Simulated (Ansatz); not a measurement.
# Na+ TFSI- in fluoroethylene carbonate: a series in repeats of the contents

Do the results settle as the cell grows, and how fast does the cost rise?

Computed with Ansatz 0.2.0: Kohn-Sham DFT, PBEsol, PAW (set soft_2). Every run is a single point, with the atoms held where the recipe put them (cutoff of the plane-wave runs 420 eV, gaussian smearing of 0.025 eV).

First member: 6 fluoroethylene carbonate, 1 Na+, 1 TFSI- placed at random, at 1.58 g/cm³; overlaps pushed apart, then 10 ps at 550 K with Joung-Cheatham ions (J. Phys. Chem. B 112, 9020 (2008)); MMFF94 bonds, angles, torsions, charges and radii (Halgren, J. Comput. Chem. 17, 490 (1996)) in harmonic and 12-6 forms; charges of ions scaled by 0.8. Snapshot after 30 ps at 400 K and fixed volume.

Last member: 18 fluoroethylene carbonate, 3 Na+, 3 TFSI- placed at random, at 1.58 g/cm³; overlaps pushed apart, then 10 ps at 550 K with Joung-Cheatham ions (J. Phys. Chem. B 112, 9020 (2008)); MMFF94 bonds, angles, torsions, charges and radii (Halgren, J. Comput. Chem. 17, 490 (1996)) in harmonic and 12-6 forms; charges of ions scaled by 0.8. Snapshot after 30 ps at 400 K and fixed volume.

The members:

```csv
repeats of the contents,reduced formula,atoms,valence electrons,k-mesh,basis,density (g/cm³)
1,NaH18C20S2NO22F12,76,340,1×1×1,plane waves,1.58
2,NaH18C20S2NO22F12,152,680,1×1×1,plane waves,1.58
3,NaH18C20S2NO22F12,228,1020,1×1×1,plane waves,1.58
```

Each cell is one sample from a classical run, so sample-to-sample scatter enters every column; pressures lack the kinetic term, and hold the strain of bonds inside molecules, whose lengths the classical model set.

The input of the first member, without its atom lines; other members have their own cell and atoms, and may differ in mesh, basis and outputs:

```yaml
crystal:
  lattice:
    - [9.95338, 0.0, 0.0]
    - [0.0, 9.95338, 0.0]
    - [0.0, 0.0, 9.95338]
  atoms:
    [... 76 lines ...]
kpoints:
  mp_grid: { grid: [1, 1, 1] }
hamiltonian:
  xc: pbesol
scf:
  occupations: { method: gaussian, width: 0.025 }
output:
  forces: true
  stress: true
  populations: intrinsic
  dos:
    method: { smearing: { sigma: 0.15 } }
    de: 0.1
    projected: { site_lists: { C: [C], F: [F], H: [H], "N": ["N"], Na: [Na] } }
  eigenvalues: true
  write_density: true
  write_potential: true
  volumetric_format: npy
```

Results; charges are mean intrinsic-atomic-orbital charges in e:

```csv
repeats of the contents,energy less the largest cell's (meV/atom),pressure (GPa),r.m.s. force (eV/Å),gap (eV),q(N),q(S),q(Na)
1,-7.6,0.699,1.25,5.19,-1.02,+2.10,+0.77
2,-6.1,2.40,1.28,4.46,-1.05,+2.11,+0.78
3,0.0,1.24,1.28,3.89,-1.03,+2.13,+0.77
```

The gap is that between the highest filled and lowest empty Kohn-Sham level on the run's k-points, and semilocal functionals tend to put gaps under measured ones.

Cost on 8 threads of Arm Neoverse V2, shared host:

```csv
repeats of the contents,atoms,basis,k-mesh,SCF cycles,time,host memory (GiB),Δ force from the first basis (meV/Å)
1,76,plane waves,1×1×1,11,5 s,1.2,-
1,76,support functions,1×1×1,17,41 s,2.9,5.6
2,152,plane waves,1×1×1,11,22 s,3.0,-
2,152,support functions,1×1×1,17,91 s,5.7,5.6
3,228,plane waves,1×1×1,11,56 s,5.2,-
3,228,support functions,1×1×1,19,2.8 min,8.4,5.5
```

The force difference holds the basis error of the plane-wave run too, whose cutoff is lower than the one behind the functions' grid. Times include the outputs that each run asked for, on hosts shared with other jobs.

**Reading.** The energy per atom of the smallest cell lies 7.6 meV below that of the largest; what changes from cell to cell is the k-sampling and the sample. The two largest cells differ by 6.1 meV/atom. The gap goes steadily from 5.19 eV at 1 to 3.89 eV at 3; in single samples it varies with the configuration. The mean charge on N is lowest at 2 (-1.05 e) and highest at 1 (-1.02 e), with no steady trend. The pressure is lowest at 1 (0.7 GPa) and highest at 2 (2.4 GPa), with no steady trend. Support functions take 8.2 times the wall time of plane waves at 76 atoms and 3.0 times at 228 (the times hold unlike extra outputs; shared hosts, so rough).

**Limits.** The network of contacts between molecules at the start is that of the classical potential that made the cell, and needn't be the one that DFT or experiment would give. The cells aren't relaxed by DFT, which could reorder their energies. The functional has no dispersion term, which matters between molecules.

[Logs are printed without paths, hosts, clocks, repeated set-up lines and the standing remarks that a program may print on its own settings, such as how far it seeks lower states.]

[Hosts, paths, dates, database ids (printed as entryN), source tags and the programs' standing remarks are cut or masked in the printed files.]

[The MMFF94 radii named for the starting cell were scaled by 0.96; in molecules described by MMFF94, hydrogen bound to N, O or S took a small fixed 12-6 site in their place.]
